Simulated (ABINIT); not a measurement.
An input for ABINIT 10.8.3 (LiCl (Fm-3m)):

```
acell 3*1.0 Angstrom
rprim 
  0.000000000000 2.571500000000 2.571500000000
  2.571500000000 0.000000000000 2.571500000000
  2.571500000000 2.571500000000 -0.000000000000
ntypat 2
znucl 3 17
natom 2
typat 1 2
xred 
  0.000000000000 0.000000000000 0.000000000000
  0.500000000000 0.500000000000 0.500000000000
pp_dirpath "pseudos"
pseudos "Li.upf, Cl.upf"
ecut 33
ngkpt 6 6 6
nshiftk 1
shiftk 0 0 0
kptopt 1
chksymbreak 0
istwfk *1
occopt 1
irdwfk 1
optdriver 3
nband 132
ecuteps 8
inclvkb 2
awtr 1
symchi 1
indata_prefix "in"
outdata_prefix "out"
tmpdata_prefix "tmp"
```

```sh
OMP_NUM_THREADS=1 mpirun -n 8 abinit run.abi > log
```

Q: Estimate wall time and host memory on 8 MPI ranks of Intel Xeon Platinum 8259CL at 2.50GHz (Skylake/Cascade Lake), shared host.

It took 75 s; on shared hardware allow 37 s to 2.5 min. Peak host memory was 1.8 GiB.

[Paths, hosts, dates, memory and timing lines, banners, echoed tables and standing remarks are left out of the program output.]

[Logs are printed without paths, hosts, clocks, repeated set-up lines and the standing remarks that a program may print on its own settings, such as how far it seeks lower states.]

[Runs of the session that timed out or met a known fault of the program may be left out.]

[Hosts, paths, dates, database ids (printed as entryN), source tags and the programs' standing remarks are cut or masked in the printed files.]

[G0W0 gaps are taken among the corrected bands and points alone; a level outside them can change the order at an edge.]

[Where Ansatz stands beside ABINIT at settings called matched, ABINIT's density can come from a denser mesh and the files from another edition; pairs whose starting gaps differed by over 0.03 eV were left out, so agreement reads better than it is.]
